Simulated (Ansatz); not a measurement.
# How fast states decay through Rb2LiBF6, part 2 of 3

A new crystal, Rb2LiBF6: structure, gap and complex bands. It is built by putting B for Al in the Rb2LiAlF6 structure of space group Fm-3m, with the volume rescaled by atomic radii. The parent structure comes from the Materials Project.

Ansatz 0.2.0; LDA DFT, plane waves, PAW files (the session's first sound run).

So far. Step 2 (Relaxing the new crystal): The largest force component on a free atom ends at 4.9e-5 eV/Å.

The structure was built from a prototype and need not be the compound's stable phase.

## Step 3: Band edges

The energy window and the wavevectors of the next steps follow from the band edges, so these are searched first, off the mesh as well.

Contents of input.yaml:

```yaml
crystal:
  lattice:
    - [0.0, 3.8489190049, 3.8489190049]
    - [3.8489190049, 0.0, 3.8489190049]
    - [3.8489190049, 3.8489190049, 0.0]
  atoms:
    - { symbol: Rb, position: [0.75, 0.75, 0.75] }
    - { symbol: Rb, position: [0.25, 0.25, 0.25] }
    - { symbol: Li, position: [0.5, 0.5, 0.5] }
    - { symbol: B, position: [0.0, 0.0, 0.0] }
    - { symbol: F, position: [0.7877063085, 0.2122936915, 0.2122936915] }
    - { symbol: F, position: [0.2122936915, 0.2122936915, 0.7877063085] }
    - { symbol: F, position: [0.2122936915, 0.7877063085, 0.7877063085] }
    - { symbol: F, position: [0.2122936915, 0.7877063085, 0.2122936915] }
    - { symbol: F, position: [0.7877063085, 0.2122936915, 0.7877063085] }
    - { symbol: F, position: [0.7877063085, 0.7877063085, 0.2122936915] }
kpoints:
  mp_grid: { grid: [6, 6, 6] }
  band_path: { path: [VBM, CBM], npoints: 30 }
scf:
  occupations: { method: fixed }
hamiltonian:
  xc: lda
output:
  eigenvalues: true
  write_potential: true
  write_density: true
  volumetric_format: npy
  elf: true
```

Run with:

```bash
ansatz run input.yaml --threads 2 --pin off --max-ram 4096MiB --backend cpu --events-out ev --progress --plain --runs-dir out
```

Numbers of over 12 decimals in the logs are rounded to 6 here.

The program printed:

```text
[...]
Crystal: 10 atoms, lattice volume = 114.037 Å³
Basis set: ecut = 420 eV, 2229 PW (Γ)
Bands: 43, of which v1, the nominal top of the filled ones, is band 33 counted from 1 (32 counted from 0)
Symmetry: 48 space group operations
[...]
k-points: 16 of 216
[...]
SCF iter   1: F=—  HF=-11465.626025 eV  |F-HF|=—  |Δ(HF+E_count)|=         —  Δρ=1.87e-2  dr2=2.66e-1  ethr=1.77e-3  ⟨swp⟩=5.0  Hψ=2408  notcnv=0  defer=126
[...]
SCF iter   6: F=-11465.540925 eV  HF=-11465.540925 eV  |F-HF|=3.16e-8  |Δ(HF+E_count)|=   3.42e-7  Δρ=6.23e-6  dr2=6.63e-8  ethr=1.52e-10  ⟨swp⟩=10.9  Hψ=3478  notcnv=0
SCF 1 converged in 6 iterations: F = -11465.540925 eV  dr2 = 6.63e-8
[...]
NSCF: frozen V_eff on 16 k-points
[...]
SCF converged after 6 iterations
Free energy (F): -11465.540925 eV
[...]
Internal energy: -11465.540925 eV  (E = F + TS)
E sigma→0 (E₀):  -11465.540925 eV
Fermi energy:    3.490363 eV
[...]
--- Band table (eV; the first three rows and the last of 16) ---
  k-point 0: bands = [... 29 lower, 3.0507, 3.4904, 3.4904, 3.4904, 10.9244, 12.8415, 12.8415, 12.8415, ... 6 higher]
  k-point 1: bands = [... 29 lower, 3.0188, 3.4491, 3.4491, 3.4556, 11.2616, 12.8916, 13.1345, 13.1345, ... 6 higher]
  k-point 2: bands = [... 29 lower, 2.9825, 3.3755, 3.3755, 3.3773, 12.0051, 12.9541, 13.7784, 13.7784, ... 6 higher]
  k-point 15: bands = [... 29 lower, 2.8434, 3.1262, 3.2400, 3.3965, 13.3567, 13.7347, 13.9959, 14.0752, ... 6 higher]
```

Wall time 4.4 s (2 threads of Intel Xeon 6975P-C (Granite Rapids), shared host); peak memory 0.44 GiB.

Reading the cycles: dr2 is the Hartree energy of the density residual (eV), the measure of convergence; HF is the Harris–Foulkes estimate of the energy, which meets the free energy F at convergence.

Numbers from this step:

```yaml
fermi_energy: 3.490 eV
gap_on_the_k_mesh: 7.434 eV
gap_on_path: 7.434 eV, by band count; negative where bands overlap
direct_gap_on_path: 7.434 eV
edge_places_on_path: 0, 0 1/A along the path
```

Levels at VBM (eV): -6.97, -6.97, -6.97, -6.68, -6.41, -6.41, -6.41, -4.08, -4.08, -4.08, -1.62, -1.62, -1.62, -1.30, -1.30, -1.01, -1.01, -1.01, -0.44, -0.44, -0.44, 0.00, 0.00, 0.00, 7.43.

Valence density in the ac plane of the conventional cell at fractional y = 0.000, with atoms of Li and B and F within 0.2 Å of it. It is the smooth field of the valence electrons, not physical close to the nuclei.

Ten even steps from '_' (0 e/Å³) to '@' (12 e/Å³), each cell a mean:
```
______--##==________--::______::##++..____
________....____________________....______
..______________________________________..
##::__________________________________..++
@@--______________..--::______________..##
--..______________--@@##..______________::
__________________--##++..________________
____________________....__________________
__________....______________....__________
--______..==##::__________..++##::______::
**..____..##@@--__________..##@@--______--
..________::--..____________----..________
__________________________________________
__________________..--::__________________
..________________--@@##..________________
**::______________::##==..____________..==
@@--________________....______________..##
==..____________________________________--
__________________________________________
______..--::________..________..--::______
______==@@**..____..**--______--@@##..____
```
Columns run along a (7.7 Å), rows up along c (7.7 Å), edges of the conventional cell, whose origin can differ from the input's. Atoms in or near the plane, at fractional coordinates: Li at (0.50, 0.00), Li at (0.00, 0.50), B at (0.00, 0.00), B at (0.50, 0.50), F at (0.21, 0.00), F at (0.71, 0.50), F at (0.00, 0.21), F at (0.50, 0.71), F at (0.79, 0.00), F at (0.29, 0.50), F at (0.50, 0.29), F at (0.00, 0.79).

ELF in the ac plane of the conventional cell at fractional y = 0.000, with atoms of Li and B and F within 0.2 Å of it. It is the smooth field of the valence electrons, not physical close to the nuclei.

Values in units of 1e-1, 11 rows by 16 columns, each cell a mean:
```
3.0 3.6 6.2 7.3 7.5 4.3 0.6 4.6 5.8 1.1 2.5 6.9 7.4 7.0 4.3 2.8
7.1 4.9 1.6 2.6 2.3 0.6 1.2 3.1 3.4 2.1 0.6 1.7 2.8 1.6 3.2 6.9
6.8 7.5 2.5 0.2 0.1 0.9 5.8 7.6 7.2 7.1 2.3 0.2 0.1 1.1 6.2 7.4
5.3 3.5 0.7 0.7 1.3 1.1 4.5 7.1 6.9 6.2 1.5 1.1 1.0 0.5 2.4 5.0
3.5 0.7 1.8 6.0 7.3 6.0 3.1 4.0 4.5 2.8 4.9 7.2 6.8 3.3 0.4 2.4
9.4 2.4 3.2 7.5 6.6 7.1 6.3 1.8 0.9 4.9 7.3 6.3 7.6 5.2 0.9 7.9
1.8 0.5 1.3 4.7 6.3 4.6 2.3 5.1 6.0 3.0 3.5 6.1 5.6 2.2 0.3 1.4
6.6 5.0 1.2 0.3 0.5 0.9 5.5 7.3 6.5 7.0 2.1 0.5 0.4 0.5 3.6 6.4
6.5 7.5 2.4 0.2 0.2 0.8 4.9 7.3 7.3 6.3 1.7 0.2 0.2 1.0 6.2 7.3
6.9 3.7 2.1 4.3 3.9 1.4 0.7 1.8 2.0 1.0 0.7 3.0 4.5 2.9 2.6 6.2
1.7 4.2 7.1 6.8 7.6 4.9 0.7 6.4 8.0 2.0 2.9 7.3 7.0 7.0 5.5 2.3
```
Columns run along a (7.7 Å), rows up along c (7.7 Å), edges of the conventional cell, whose origin can differ from the input's. Atoms in or near the plane, at fractional coordinates: Li at (0.50, 0.00), Li at (0.00, 0.50), B at (0.00, 0.00), B at (0.50, 0.50), F at (0.21, 0.00), F at (0.71, 0.50), F at (0.00, 0.21), F at (0.50, 0.71), F at (0.79, 0.00), F at (0.29, 0.50), F at (0.50, 0.29), F at (0.00, 0.79).

Electrostatic potential energy in the ac plane of the conventional cell at fractional y = 0.000, with atoms of Li and B and F within 0.2 Å of it. With pseudopotentials it is smooth inside the atoms' cores, unlike the true potential.

Ten even steps from '0' (-41 eV) to '9' (11 eV), each cell a mean:
```
027302798534799401650
478867999867899867985
579999999999999999996
049999999999999999971
039999999634899999960
269999999301699999984
899999999301799999999
999999999746999999999
689997688756897689987
358972137200661149974
158960026100540039963
468984258412773369985
889999999867899999998
999999999523899999999
689999999201699999997
149999999402799999972
039999999867999999960
259999999999999999983
689999999888999999987
158534898655899634772
016201698413698200540
```
Columns run along a (7.7 Å; values clipped at the 3rd and 97th percentile), rows up along c (7.7 Å), edges of the conventional cell, whose origin can differ from the input's. Atoms in or near the plane, at fractional coordinates: Li at (0.50, 0.00), Li at (0.00, 0.50), B at (0.00, 0.00), B at (0.50, 0.50), F at (0.21, 0.00), F at (0.71, 0.50), F at (0.00, 0.21), F at (0.50, 0.71), F at (0.79, 0.00), F at (0.29, 0.50), F at (0.50, 0.29), F at (0.00, 0.79).

The searched edges give 7.43 eV, as on the mesh.

## Step 4: Decaying states in the gap

This step: LDA DFT, plane waves, PAW files; complex bands by layer matching along the plane's normal (Ansatz 0.2.0).

The same crystal is laid in a cell whose first two vectors span the (001) plane (indices of the standard conventional cell, whose axes can be ordered otherwise than in the bulk input). At fixed energy and wavevector in the plane the solver finds all kz, real and complex. A few wavevectors are listed, (0, 0) and (0.5, 0) in units of the plane's reciprocal vectors; the slowest state needn't be among them.

Contents of input.yaml:

```yaml
crystal:
  lattice:
    - [5.443193457, 0.0, 0.0]
    - [0.0, 5.443193457, 0.0]
    - [2.721596729, 2.721596729, 3.848919005]
  atoms:
    - { symbol: Rb, position: [0.75, 0.25, 0.5] }
    - { symbol: Rb, position: [0.25, 0.75, 0.5] }
    - { symbol: Li, position: [0.5, 0.5, 0.0] }
    - { symbol: B, position: [0.0, 0.0, 0.0] }
    - { symbol: F, position: [0.2122936915, 0.7877063085, 0.0] }
    - { symbol: F, position: [0.7877063085, 0.7877063085, 0.424587383] }
    - { symbol: F, position: [0.7877063085, 0.2122936915, 0.0] }
    - { symbol: F, position: [0.2122936915, 0.2122936915, 0.0] }
    - { symbol: F, position: [0.7877063085, 0.7877063085, 0.0] }
    - { symbol: F, position: [0.2122936915, 0.2122936915, 0.575412617] }
kpoints:
  mp_grid: { grid: [6, 6, 6] }
scf:
  occupations: { method: fixed }
hamiltonian:
  xc: lda
output:
  eigenvalues: true
  transmission:
    leads: [[0, 0]]
    kpoints: [[0.0, 0.0], [0.5, 0.0]]
    e_range: [-1.0, 8.43]
    de: 0.16
```

The program printed:

```text
[...]
Crystal: 10 atoms, lattice volume = 114.037 Å³
Basis set: ecut = 420 eV, 2229 PW (Γ)
Bands: 43, of which v1, the nominal top of the filled ones, is band 33 counted from 1 (32 counted from 0)
Symmetry: 48 space group operations
[...]
k-points: 16 of 216
[...]
SCF iter   1: F=—  HF=-11465.625965 eV  |F-HF|=—  |Δ(HF+E_count)|=         —  Δρ=1.87e-2  dr2=2.65e-1  ethr=1.77e-3  ⟨swp⟩=5.0  Hψ=2410  notcnv=0  defer=124
[...]
SCF iter   6: F=-11465.540924 eV  HF=-11465.540924 eV  |F-HF|=3.56e-8  |Δ(HF+E_count)|=   3.49e-7  Δρ=6.71e-6  dr2=7.09e-8  ethr=1.52e-10  ⟨swp⟩=10.8  Hψ=3501  notcnv=0
SCF 1 converged in 6 iterations: F = -11465.540924 eV  dr2 = 7.09e-8
[...]
transmission: 8 of 16 steps passed
transmission: 16 of 16 steps passed
SCF converged after 6 iterations
Free energy (F): -11465.540924 eV
[...]
Internal energy: -11465.540924 eV  (E = F + TS)
E sigma→0 (E₀):  -11465.540924 eV
Fermi energy:    3.490347 eV
[...]
--- Band table (eV; the first three rows and the last of 16) ---
  k-point 0: bands = [... 29 lower, 3.0507, 3.4903, 3.4903, 3.4903, 10.9244, 12.8415, 12.8415, 12.8415, ... 6 higher]
  k-point 1: bands = [... 29 lower, 2.9847, 3.4113, 3.4113, 3.4841, 11.3723, 13.0927, 13.1451, 13.1451, ... 6 higher]
  k-point 2: bands = [... 29 lower, 2.9073, 3.2433, 3.2433, 3.4713, 12.3949, 13.5557, 13.8143, 13.8143, ... 6 higher]
  k-point 15: bands = [... 29 lower, 2.8573, 3.1689, 3.3293, 3.3315, 13.0981, 13.4351, 14.0244, 14.3425, ... 6 higher]
--- Transmission ---
  basis      : 261 plane waves across, 8 finite elements along
  points     : 2, as listed
  energies   : 59 from -1.000000 to 8.280000 eV about the Fermi level, 0.160000 eV apart; the leads are filled to 3.717006 eV, and channels, transmission and decay are at 3.640000 eV
  crystal 0  : F6Li1B1Rb2, at the sites [0, 0], period 3.8489 Å: whole cells are its period
    offset         : up to 0.0000 Å between an atom of the period and one for which it stands
    channels       : 0.000000e0 a spin
    conductance    : none, the energies end too early or step too widely for 300 K: set another output.transmission.e_range or a lower de, or, where they end at an eighth of basis.ecutwfc, a higher one
    slowest decay  : 0.5614 /Å at (0.0000, 0.0000)
```

The job ended after 45 s (2 threads; peak memory 0.9 GiB; 67 s of CPU time).

Numbers from this step:

| Property | Result |
| --- | --- |
| level to which the leads are filled | 3.717 eV from the Fermi level |
| decay constant at the filling level, zone centre | 0.5614 Å⁻¹ |
| decay constant at the filling level, slowest listed point | 0.5614 Å⁻¹ |

K parallel (0, 0); values up to 1.5 1/Å, a degenerate pair printed once or twice; energies at which all values exceed this have no row. Im kz of the slowest decaying states against energy, zero at the highest filled level on the SCF mesh:

| energy (eV) | decay 1 (Å⁻¹) | decay 2 (Å⁻¹) | decay 3 (Å⁻¹) | decay 4 (Å⁻¹) |
| --- | --- | --- | --- | --- |
| -1.00 | 0.0988 | 0.282 | 0.367 | 0.384 |
| -0.68 | 0.378 | 0.393 | 0.455 | 0.458 |
| -0.20 | 0.238 | 0.373 | 0.461 | 0.564 |
| -0.04 | 0.299 | 0.349 | 0.444 | 0.480 |
| 0.12 | 0.307 | 0.346 | 0.496 | 0.497 |
| 0.44 | 0.416 | 0.515 | 0.524 | 0.582 |
| 0.92 | 0.488 | 0.553 | 0.613 | 0.703 |
| 1.24 | 0.523 | 0.566 | 0.647 | 0.759 |
| 1.56 | 0.550 | 0.576 | 0.674 | 0.795 |
| 2.04 | 0.574 | 0.592 | 0.702 | 0.810 |
| 2.36 | 0.578 | 0.606 | 0.716 | 0.815 |
| 2.68 | 0.578 | 0.618 | 0.727 | 0.818 |
| 3.16 | 0.573 | 0.631 | 0.736 | 0.818 |
| 3.48 | 0.566 | 0.637 | 0.740 | 0.815 |
| 3.80 | 0.556 | 0.641 | 0.740 | 0.811 |
| 4.12 | 0.545 | 0.643 | 0.739 | 0.804 |
| 4.60 | 0.522 | 0.642 | 0.732 | 0.787 |
| 4.92 | 0.504 | 0.639 | 0.724 | 0.766 |
| 5.24 | 0.482 | 0.633 | 0.715 | 0.743 |
| 5.72 | 0.442 | 0.621 | 0.695 | 0.705 |
| 6.04 | 0.409 | 0.610 | 0.677 | 0.679 |
| 6.36 | 0.369 | 0.597 | 0.648 | 0.659 |
| 6.84 | 0.285 | 0.572 | 0.599 | 0.624 |
| 7.16 | 0.199 | 0.550 | 0.564 | 0.596 |
| 7.48 | 0.526 | 0.563 | 0.611 | 0.794 |
| 7.96 | 0.471 | 0.502 | 0.556 | 0.738 |
| 8.28 | 0.427 | 0.451 | 0.512 | 0.700 |

K parallel (0.5, 0); values up to 1.5 1/Å, a degenerate pair printed once or twice; energies at which all values exceed this have no row. The Im kz of the slowest decaying states by energy, zero at the highest filled level on the SCF mesh:

| energy (eV) | decay 1 (Å⁻¹) | decay 2 (Å⁻¹) | decay 3 (Å⁻¹) | decay 4 (Å⁻¹) |
| --- | --- | --- | --- | --- |
| -1.000 | 0.0893 | 0.369 | 0.453 | 0.527 |
| -0.520 | 0.360 | 0.544 | 0.694 | 0.739 |
| -0.040 | 0.346 | 0.355 | 0.604 | 0.701 |
| 0.440 | 0.527 | 0.770 | 0.799 | 0.803 |
| 0.920 | 0.624 | 0.823 | 0.854 | 0.869 |
| 1.560 | 0.720 | 0.821 | 0.898 | 0.926 |
| 2.040 | 0.748 | 0.809 | 0.917 | 0.961 |
| 2.520 | 0.782 | 0.834 | 0.928 | 0.992 |
| 3.000 | 0.822 | 0.850 | 0.933 | 1.02 |
| 3.480 | 0.860 | 0.873 | 0.934 | 1.05 |
| 3.960 | 0.863 | 0.930 | 0.968 | 1.05 |
| 4.440 | 0.861 | 0.923 | 0.984 | 1.11 |
| 4.920 | 0.854 | 0.912 | 0.960 | 1.16 |
| 5.560 | 0.838 | 0.892 | 0.957 | 1.23 |
| 6.040 | 0.806 | 0.820 | 0.874 | 1.11 |
| 6.520 | 0.735 | 0.796 | 0.851 | 1.10 |
| 7.000 | 0.674 | 0.726 | 0.807 | 0.825 |
| 7.480 | 0.614 | 0.656 | 0.795 | 0.803 |
| 7.960 | 0.549 | 0.584 | 0.759 | 0.780 |

At the listed wavevectors the last open channel is at -0.04 eV and the next at +7.48 eV on the grid. At +3.64 eV, the grid energy nearest the filling level (the middle of the gap on the SCF mesh), the slowest state at the listed wavevectors decays with κ = 0.561 Å⁻¹, its amplitude falling by e over 1.8 Å. Through 1 nm of this crystal that state's transmission falls by exp(−2 × 0.561 Å⁻¹ × 10 Å) = 1.3e-5.

## Step 5: Band edges at another level, cutoff 500 eV

This step: r2SCAN DFT, plane waves, PAW files (Ansatz 0.2.0).

The edges again with r2SCAN, at the same atoms. Against that run the cutoff is 500 eV against 420.

Contents of input.yaml:

```yaml
crystal:
  lattice:
    - [0.0, 3.8489190049, 3.8489190049]
    - [3.8489190049, 0.0, 3.8489190049]
    - [3.8489190049, 3.8489190049, 0.0]
  atoms:
    - { symbol: Rb, position: [0.75, 0.75, 0.75] }
    - { symbol: Rb, position: [0.25, 0.25, 0.25] }
    - { symbol: Li, position: [0.5, 0.5, 0.5] }
    - { symbol: B, position: [0.0, 0.0, 0.0] }
    - { symbol: F, position: [0.7877063085, 0.2122936915, 0.2122936915] }
    - { symbol: F, position: [0.2122936915, 0.2122936915, 0.7877063085] }
    - { symbol: F, position: [0.2122936915, 0.7877063085, 0.7877063085] }
    - { symbol: F, position: [0.2122936915, 0.7877063085, 0.2122936915] }
    - { symbol: F, position: [0.7877063085, 0.2122936915, 0.7877063085] }
    - { symbol: F, position: [0.7877063085, 0.7877063085, 0.2122936915] }
kpoints:
  mp_grid: { grid: [6, 6, 6] }
  band_path: { path: [VBM, CBM], npoints: 30 }
scf:
  occupations: { method: fixed }
hamiltonian:
  xc: r2scan
output:
  eigenvalues: true
```

The program printed:

```text
[...]
Crystal: 10 atoms, lattice volume = 114.037 Å³
Basis set: ecut = 500 eV, 2891 PW (Γ), exchange–correlation on 160×160×160 points (64 copies of the dense FFT grid, shifted against one another)
Bands: 43, of which v1, the nominal top of the filled ones, is band 33 counted from 1 (32 counted from 0)
Symmetry: 48 space group operations
[...]
k-points: 16 of 216
[...]
SCF iter   1: F=—  HF=-11786.273853 eV  |F-HF|=—  |Δ(HF+E_count)|=         —  Δρ=9.62e-3  dr2=9.04e-2  dr2_τ=2.86e-1  ethr=1.77e-3  ⟨swp⟩=5.1  Hψ=2718  notcnv=0  defer=89
[...]
SCF iter   7: F=-11786.508648 eV  HF=-11786.508648 eV  |F-HF|=8.77e-10  |Δ(HF+E_count)|=   4.32e-9  Δρ=1.35e-6  dr2=3.05e-9  dr2_τ=2.38e-10  ethr=1.52e-10  ⟨swp⟩=3.3  Hψ=1554  notcnv=0
SCF 1 converged in 7 iterations: F = -11786.508648 eV  dr2 = 3.05e-9
[...]
SCF converged after 7 iterations
Free energy (F): -11786.508648 eV
[...]
Internal energy: -11786.508648 eV  (E = F + TS)
E sigma→0 (E₀):  -11786.508648 eV
Fermi energy:    3.278075 eV
[...]
--- Band table (eV; the first three rows and the last of 16) ---
  k-point 0: bands = [... 29 lower, 2.8577, 3.2781, 3.2781, 3.2781, 11.8866, 13.9016, 13.9016, 13.9016, ... 6 higher]
  k-point 1: bands = [... 29 lower, 2.8265, 3.2396, 3.2396, 3.2440, 12.2204, 13.9582, 14.1594, 14.1594, ... 6 higher]
  k-point 2: bands = [... 29 lower, 2.7891, 3.1687, 3.1704, 3.1704, 12.9794, 14.0106, 14.7797, 14.7797, ... 6 higher]
  k-point 15: bands = [... 29 lower, 2.6516, 2.9332, 3.0402, 3.1895, 14.3756, 14.8151, 14.9877, 15.1825, ... 6 higher]
```

Elapsed: 7.3 s, on 2 threads; peak memory 0.67 GiB.

This step gave:

```yaml
free_energy: -11786.5086 eV
fermi_energy: 3.278 eV
gap_on_the_k_mesh: 8.609 eV
gap_on_path: 8.609 eV, by band count; negative where bands overlap
direct_gap_on_path: 8.609 eV
```

Levels at VBM (eV): -7.06, -7.06, -7.06, -6.75, -6.52, -6.52, -6.52, -4.06, -4.06, -4.06, -1.65, -1.65, -1.65, -1.22, -1.22, -1.00, -1.00, -1.00, -0.42, -0.42, -0.42, 0.00, 0.00, 0.00.

The searched edges give 8.61 eV, as on the mesh.

Between step 3 and this run (r2SCAN and cutoff 500 eV) the value for the gap on the k-mesh moves from 7.43 eV to 8.61 eV.

(Continued in part 3 of 3.)

[Logs are printed without paths, hosts, clocks, repeated set-up lines and the standing remarks that a program may print on its own settings, such as how far it seeks lower states.]

[Hosts, paths, dates, database ids (printed as entryN), source tags and the programs' standing remarks are cut or masked in the printed files.]
